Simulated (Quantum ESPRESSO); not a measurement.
Records of electronic-structure calculations.

```json
{"subject": "Cobalt: energy against a fixed spin moment", "lattice_ang": [[2.5074, 0.0, 0.0], [-1.2537, 2.1715, 0.0], [0.0, 0.0, 4.0699]], "atoms": [["Co", 0.3333, 0.6667, 0.25], ["Co", 0.6667, 0.3333, 0.75]], "method": "PBE; plane waves with GBRV 1.5 PBE potentials, no spin-orbit coupling (and 1 further level or step)", "program": "Quantum ESPRESSO 7.5", "settings_of_one_run": "GBRV 1.5 PBE, potential files Co: co_pbe_v1.2.uspp.F.UPF, cutoff 544.23 eV, 12×12×12 k-mesh, 26 bands, fermi-dirac occupations, smearing width 0.05 eV, collinear spin, SCF threshold 4.00e-9, starting moments 2 2 μB", "cost": "8 runs, 2.1 min in all on 2 MPI ranks of Intel Xeon 6975P-C (Granite Rapids), shared host (the runs of this entry)", "notes": "The run is spin-polarised, with a total moment of 3.39 μB a cell (absolute 3.75). All runs start parallel; opposed orders may lie lower.", "results": {"moment_of_the_free_run": "3.39 μB a cell", "energy_at_zero_total_moment": "586 meV a cell over the lowest", "delta_e_delta_m2_from_the_lowest_point_to_3p82_and_to_3p06_mu_b": "604 and 277 meV/μB²"}}
```

[Logs and program files are shortened in this print: banners, set-up blocks, solver, clock and traceback lines can be left out without a mark of their own.]

[Logs are printed without paths, hosts, clocks, repeated set-up lines and the standing remarks that a program may print on its own settings, such as how far it seeks lower states.]

[Hosts, paths, dates, database ids (printed as entryN), source tags and the programs' standing remarks are cut or masked in the printed files.]

[Where a cell is said to come from a database of computed structures, the database is the Materials Project.]
